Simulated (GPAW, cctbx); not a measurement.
## Rb2LiAlH6: what bonding does to one electron reflection, worked out

Rb2LiAlH6, Fm-3m (no. 225), a = 8.1005 Å, b = 8.1005 Å, c = 8.1005 Å, α = 90.00°, β = 90.00°, γ = 90.00°.

| atom | mult. | x | y | z |
| --- | --- | --- | --- | --- |
| Rb1 | 8 | 1/4 | 3/4 | 3/4 |
| Al1 | 4 | 0 | 0 | 0 |
| Li1 | 4 | 1/2 | 0 | 0 |
| H1 | 24 | 0 | 0 | 0.7773 |

The cell comes from substitution in a known structure type and wasn't matched to any measured phase.

A DFT run (GPAW, PBE, 550 eV, 5×5×5 k-points, Fermi–Dirac width 0.1 eV) gives the static X-ray structure factor of 111 as 39.612 e for the conventional cell; superposed free atoms give 38.792 e. **Problem.** Find the Fourier component V of the crystal potential and the two-beam extinction distance at 120 kV in both cases.

## Step 1: Geometry

The cell volume is Ω = 531.55 Å³ and d(111) = 4.6768 Å, so g = 1/d = 0.2138 Å⁻¹.

## Step 2: The nuclei

Electrons feel nuclei as well as electrons, so the nuclear charges are summed with the same phases.

Phase sums Σ exp(2πi h·x), turned so that the total is real and positive: Rb 0.000, Al +4.000, Li -4.000, H +4.103. Then F_Z = 37 × (0.000) + 13 × (+4.000) + 3 × (-4.000) + 1 × (+4.103) = 44.10 e. The electron term has the same sign for this reflection.

## Step 3: Mott–Bethe

Poisson's equation, term by term, gives V = (e/4πε₀)(F_Z − F)/(πΩg²), with e/4πε₀ = 14.3996 V Å.

The prefactor is 14.3996 × 4.6768²/(π × 531.55) = 0.18861 V per electron. Free atoms: (44.10 − 38.792) × 0.18861 = 1.002 V. Crystal: (44.10 − 39.612) × 0.18861 = 0.847 V. F changes by +2.11 % and V by -15.4 %: the same 0.82 e is measured against F_Z − F = 5.3 e in place of F = 38.8 e.

## Step 4: Extinction distance

In the two-beam case ξ = 1/(λU) with U = 2γm₀eV/h², that is ξ = 150.41 V Å²/(γλV).

At 120 kV, λ = 0.03349 Å and γ = 1.2348. Free atoms: ξ = 3631 Å. Crystal: ξ = 4294 Å. The thickness fringes go as sin²(πt/ξ), so the two patterns slip by a quarter of a period when t|1/ξ₁ − 1/ξ₀| = 1/4, at t ≈ 588 nm. Thermal motion, absorption and many-beam coupling, left out here, change a real pattern.

## Step 5: Answer

V(111) is 0.85 V against 1.00 V, and ξ is 4294 against 3631 Å. Limits: static atoms, two beams.
